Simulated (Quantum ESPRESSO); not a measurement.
# Mo2C: parallel and opposed starts, part 2 of 2

Wanted: the moments of Mo2C and the energy of each order that was tried.

Quantum ESPRESSO 7.5; PBEsol; plane waves with GBRV 1.5 PBEsol potentials, no spin-orbit coupling.

So far: Starting point; Run 1, typed as ferro ++++++++.

### Step 3. Run 2 (antiferro +−−+−++−)

Input file pw.in:

```
&CONTROL
  calculation = 'scf'
  prefix = 'pwscf'
  outdir = './tmp'
  pseudo_dir = './pseudo'
  disk_io = 'nowf'
/
&SYSTEM
  ibrav = 0
  celldm(1) = 8
  nat = 12
  ntyp = 3
  ecutwfc = 40
  ecutrho = 280
  nbnd = 81
  occupations = 'smearing'
  smearing = 'fd'
  degauss = 0.00734986
  nspin = 2
  starting_magnetization(1) = 0.0714
  starting_magnetization(2) = -0.0714
  starting_magnetization(3) = 0
/
&ELECTRONS
  conv_thr = 2.4d-08
  electron_maxstep = 150
  mixing_beta = 0.3
/
ATOMIC_SPECIES
Mo1    95.9500 mo_pbesol_v1.uspp.F.UPF
Mo2    95.9500 mo_pbesol_v1.uspp.F.UPF
C      12.0110 c_pbesol_v1.2.uspp.F.UPF
CELL_PARAMETERS alat
   1.1184816500129    0.0000000000000    0.0000000000000
   0.0000000000000    1.4231999876088    0.0000000000000
   0.0000000000000    0.0000000000000    1.2306841386625
ATOMIC_POSITIONS crystal
Mo1     0.2450000000    0.1250000000    0.0830000000
Mo2     0.2550000000    0.3750000000    0.5830000000
Mo2     0.7450000000    0.3750000000    0.9170000000
Mo1     0.7550000000    0.1250000000    0.4170000000
Mo2     0.7550000000    0.8750000000    0.9170000000
Mo1     0.7450000000    0.6250000000    0.4170000000
Mo1     0.2550000000    0.6250000000    0.0830000000
Mo2     0.2450000000    0.8750000000    0.5830000000
C       0.0000000000    0.3750000000    0.2500000000
C       0.5000000000    0.1250000000    0.7500000000
C       0.0000000000    0.6250000000    0.7500000000
C       0.5000000000    0.8750000000    0.2500000000
K_POINTS automatic
6 6 6 0 0 0
```

Run with:

```sh
OMP_NUM_THREADS=1 mpirun -n 4 pw.x -nk 4 -in pw.in > pw.out
```

The program printed:

```text
[banner, memory and clock lines left out]
Program PWSCF v.7.5 starts

     Message from routine setup:
     using ibrav=0 with symmetry is DISCOURAGED, use correct ibrav instead

     bravais-lattice index     =            0
     lattice parameter (alat)  =       8.0000  a.u.
     unit-cell volume          =    1003.0241 (a.u.)^3
     number of atoms/cell      =           12
     number of atomic types    =            3
     number of electrons       =       128.00
     number of Kohn-Sham states=           81
     kinetic-energy cutoff     =      40.0000  Ry
     charge density cutoff     =     280.0000  Ry
     scf convergence threshold =      2.4E-08
     mixing beta               =       0.3000
     number of iterations used =            8  plain     mixing
     Exchange-correlation= SLA  PW   PSX  PSC
                           (   1   4  10   8   0   0   0)

     celldm(1)=   8.000000  celldm(2)=   0.000000  celldm(3)=   0.000000
     celldm(4)=   0.000000  celldm(5)=   0.000000  celldm(6)=   0.000000

     crystal axes: (cart. coord. in units of alat)
               a(1) = (   1.118482   0.000000   0.000000 )
               a(2) = (   0.000000   1.423200   0.000000 )
               a(3) = (   0.000000   0.000000   1.230684 )

     reciprocal axes: (cart. coord. in units 2 pi/alat)
               b(1) = (  0.894069  0.000000  0.000000 )
               b(2) = (  0.000000  0.702642  0.000000 )
               b(3) = (  0.000000  0.000000  0.812556 )

     PseudoPot. # 1 for Mo read from file:
     mo_pbesol_v1.uspp.F.UPF
     Pseudo is Ultrasoft + core correction, Zval = 14.0

     PseudoPot. # 2 for Mo read from file:
     mo_pbesol_v1.uspp.F.UPF
     Pseudo is Ultrasoft + core correction, Zval = 14.0

     PseudoPot. # 3 for C  read from file:
     c_pbesol_v1.2.uspp.F.UPF
     Pseudo is Ultrasoft + core correction, Zval =  4.0

     atomic species   valence    mass     pseudopotential
     Mo1              14.00    95.95000     Mo( 1.00)
     Mo2              14.00    95.95000     Mo( 1.00)
     C                 4.00    12.01100     C ( 1.00)

     Starting magnetic structure
     atomic species   magnetization
     Mo1             0.071
     Mo2            -0.071
     C               0.000

      4 Sym. Ops. (no inversion) found ( 3 have fractional translation)

   Cartesian axes

     site n.     atom                  positions (alat units)
         1        Mo1    tau(   1) = (   0.2740280   0.1779000   0.1021468  )
         2        Mo2    tau(   2) = (   0.2852128   0.5337000   0.7174889  )
         3        Mo2    tau(   3) = (   0.8332688   0.5337000   1.1285374  )
         4        Mo1    tau(   4) = (   0.8444536   0.1779000   0.5131953  )
         5        Mo2    tau(   5) = (   0.8444536   1.2453000   1.1285374  )
         6        Mo1    tau(   6) = (   0.8332688   0.8895000   0.5131953  )
         7        Mo1    tau(   7) = (   0.2852128   0.8895000   0.1021468  )
         8        Mo2    tau(   8) = (   0.2740280   1.2453000   0.7174889  )
         9        C      tau(   9) = (   0.0000000   0.5337000   0.3076710  )
        10        C      tau(  10) = (   0.5592408   0.1779000   0.9230131  )
        11        C      tau(  11) = (   0.0000000   0.8895000   0.9230131  )
        12        C      tau(  12) = (   0.5592408   1.2453000   0.3076710  )

     number of k points=    64  Fermi-Dirac smearing, width (Ry)=  0.0073
                       cart. coord. in units 2pi/alat
        k(    1) = (   0.0000000   0.0000000   0.0000000), wk =   0.0046296
        k(    2) = (   0.0000000   0.0000000   0.1354260), wk =   0.0092593
        k(    3) = (   0.0000000   0.0000000   0.2708521), wk =   0.0092593
        k(    4) = (   0.0000000   0.0000000  -0.4062781), wk =   0.0046296
        k(    5) = (   0.0000000   0.1171070   0.0000000), wk =   0.0092593
        [... 59 further k-points ...]

     Dense  grid:    79395 G-vectors     FFT dimensions: (  48,  64,  54)

     Smooth grid:    34195 G-vectors     FFT dimensions: (  40,  48,  40)

     Generating pointlists ...
     new r_m :   0.2037 (alat units)  1.6298 (a.u.) for type    1
     new r_m :   0.2037 (alat units)  1.6298 (a.u.) for type    2
     new r_m :   0.2037 (alat units)  1.6298 (a.u.) for type    3

     Initial potential from superposition of free atoms

     starting charge     127.9921, renormalised to     128.0000
     Starting wfcs are  120 randomized atomic wfcs

     Self-consistent Calculation

     iteration #  1     ecut=    40.00 Ry     beta= 0.30
     Davidson diagonalization with overlap
     ethr =  1.00E-02,  avg # of iterations =  2.0

     total energy              =   -1160.34883551 Ry
     estimated scf accuracy    <       2.22048890 Ry

     total magnetization       =     0.00 Bohr mag/cell
     absolute magnetization    =     2.38 Bohr mag/cell

     iteration #  2     ecut=    40.00 Ry     beta= 0.30
     Davidson diagonalization with overlap
     ethr =  1.73E-03,  avg # of iterations =  2.0

     total energy              =   -1160.75750885 Ry
     estimated scf accuracy    <       0.06488731 Ry

     total magnetization       =    -0.00 Bohr mag/cell
     absolute magnetization    =     2.17 Bohr mag/cell

     [... further iterations left out ...]

     iteration # 14     ecut=    40.00 Ry     beta= 0.30
     Davidson diagonalization with overlap
     ethr =  3.49E-11,  avg # of iterations =  3.8

     total energy              =   -1160.79378255 Ry
     estimated scf accuracy    <       0.00000003 Ry

     total magnetization       =    -0.00 Bohr mag/cell
     absolute magnetization    =     0.00 Bohr mag/cell

     iteration # 15     ecut=    40.00 Ry     beta= 0.30
     Davidson diagonalization with overlap
     ethr =  2.29E-11,  avg # of iterations =  2.0

     Magnetic moment per site  (integrated on atomic sphere of radius R)
     atom   1 (R=0.204)  charge=  9.6035  magn= -0.0000
     atom   2 (R=0.204)  charge=  9.6035  magn=  0.0000
     atom   3 (R=0.204)  charge=  9.6035  magn=  0.0000
     atom   4 (R=0.204)  charge=  9.6035  magn= -0.0000
     atom   5 (R=0.204)  charge=  9.6035  magn=  0.0000
     atom   6 (R=0.204)  charge=  9.6035  magn= -0.0000
     atom   7 (R=0.204)  charge=  9.6035  magn= -0.0000
     atom   8 (R=0.204)  charge=  9.6035  magn=  0.0000
     atom   9 (R=0.204)  charge=  3.4769  magn= -0.0000
     atom  10 (R=0.204)  charge=  3.4769  magn=  0.0000
     atom  11 (R=0.204)  charge=  3.4769  magn=  0.0000
     atom  12 (R=0.204)  charge=  3.4769  magn= -0.0000

     End of self-consistent calculation

     Number of k-points >= 100: set verbosity='high' to print the bands.

     the Fermi energy is    20.0060 ev

!    total energy              =   -1160.79378256 Ry
     estimated scf accuracy    <          1.7E-09 Ry
     smearing contrib. (-TS)   =      -0.01668295 Ry
     internal energy E=F+TS    =   -1160.77709961 Ry

     The total energy is F=E-TS. E is the sum of the following terms:
     one-electron contribution =    -150.86738527 Ry
     hartree contribution      =     154.25676988 Ry
     xc contribution           =    -168.31224669 Ry
     ewald contribution        =    -995.85423753 Ry

     total magnetization       =    -0.00 Bohr mag/cell
     absolute magnetization    =     0.00 Bohr mag/cell

     convergence has been achieved in  15 iterations
```

It took 2.6 min on 4 MPI ranks of AMD EPYC 9R45, shared host; peak memory 1.3 GiB; 10 min of CPU time.

The spin moment in the atom's sphere vanishes on all atoms.

Numbers from this step:

```yaml
smearing_term_ts: 0.2270 eV
magnetization: 0 μB
absolute_magnetization: 0 μB
final_state: non-magnetic
```

### Step 4. Run 3 (antiferro +−−+−−++)

Edit pw.in of step 3 so:

```diff
@@ -42,5 +42,5 @@
 Mo2     0.7550000000    0.8750000000    0.9170000000
-Mo1     0.7450000000    0.6250000000    0.4170000000
+Mo2     0.7450000000    0.6250000000    0.4170000000
 Mo1     0.2550000000    0.6250000000    0.0830000000
-Mo2     0.2450000000    0.8750000000    0.5830000000
+Mo1     0.2450000000    0.8750000000    0.5830000000
 C       0.0000000000    0.3750000000    0.2500000000
```

The program printed:

```text
     [... lines left out ...]
Program PWSCF v.7.5 starts
     [... lines left out ...]
     number of atoms/cell      =           12
     [... lines left out ...]
     number of electrons       =       128.00
     number of Kohn-Sham states=           81
     kinetic-energy cutoff     =      40.0000  Ry
     charge density cutoff     =     280.0000  Ry
     scf convergence threshold =      2.4E-08
     [... lines left out ...]
     No symmetry found
     [... lines left out ...]
     number of k points=   112  Fermi-Dirac smearing, width (Ry)=  0.0073
     [... lines left out ...]
     iteration # 19     ecut=    40.00 Ry     beta= 0.30
     [... lines left out ...]
     Magnetic moment per site  (integrated on atomic sphere of radius R)
     atom   1 (R=0.204)  charge=  9.6035  magn=  0.0000
     atom   2 (R=0.204)  charge=  9.6035  magn= -0.0001
     atom   3 (R=0.204)  charge=  9.6035  magn= -0.0000
     atom   4 (R=0.204)  charge=  9.6035  magn=  0.0001
     atom   5 (R=0.204)  charge=  9.6035  magn= -0.0001
     atom   6 (R=0.204)  charge=  9.6036  magn=  0.0001
     atom   7 (R=0.204)  charge=  9.6035  magn=  0.0001
     atom   8 (R=0.204)  charge=  9.6036  magn= -0.0001
     atom   9 (R=0.204)  charge=  3.4770  magn= -0.0000
     atom  10 (R=0.204)  charge=  3.4770  magn=  0.0000
     atom  11 (R=0.204)  charge=  3.4770  magn=  0.0000
     atom  12 (R=0.204)  charge=  3.4770  magn= -0.0000
     [... lines left out ...]
     the Fermi energy is    20.0060 ev
!    total energy              =   -1160.79378254 Ry
     estimated scf accuracy    <       0.00000002 Ry
     smearing contrib. (-TS)   =      -0.01668304 Ry
     [... lines left out ...]
     total magnetization       =     0.00 Bohr mag/cell
     absolute magnetization    =     0.00 Bohr mag/cell
     convergence has been achieved in  19 iterations
```

The job ended after 5.2 min (4 MPI ranks; peak memory 1.7 GiB; 21 min of CPU time).

Spin moment in the atom's sphere by atom:

```csv
atom,spin moment in the atom's sphere (μB)
Mo1,0.0000
Mo2,-0.0001
Mo3,0.0000
Mo4,0.0001
Mo5,-0.0001
Mo6,0.0001
Mo7,0.0001
Mo8,-0.0001
C9,0.0000
C10,0.0000
C11,0.0000
C12,0.0000
```

This step gave:

* smearing term TS: 0.2270 eV
* magnetization: 0 μB
* absolute magnetization: 0 μB
* final state: non-magnetic

### Step 5. The states side by side

An order is kept where moments of 0.15 μB or more survive with the typed signs; meshes match where a doubled cell samples the same k points as the first cell.

Orders:

```csv
start,final state,typed order kept,energy over the lowest (meV a seeded atom),largest site moment (μB),net moment (μB a cell of the first run),mesh matched,CPU time (s)
ferro ++++++++,non-magnetic,no,0,0,0,yes,494.6
antiferro +--+-++-,non-magnetic,no,0,0,0,yes,624
antiferro +--+--++,non-magnetic,no,0,0,0,yes,1254
```

### Step 6. Results

| Property | Result |
| --- | --- |
| lowest state found | non-magnetic (from ferro ++++++++, antiferro +--+-++- and antiferro +--+--++) |
| largest site moment | 0 μB |

What this shows: The lowest state carries no moment, and no start kept one. This is the lowest of 3 collinear or spinless starts, no proof of the ground state. Energies are free energies at an electronic temperature of 1160 K, which lowers moments and differences where the moments are itinerant.

[Logs and program files are shortened in this print: banners, set-up blocks, solver, clock and traceback lines can be left out without a mark of their own.]

[Logs are printed without paths, hosts, clocks, repeated set-up lines and the standing remarks that a program may print on its own settings, such as how far it seeks lower states.]

[Hosts, paths, dates, database ids (printed as entryN), source tags and the programs' standing remarks are cut or masked in the printed files.]

[Where a cell is said to come from a database of computed structures, the database is the Materials Project.]
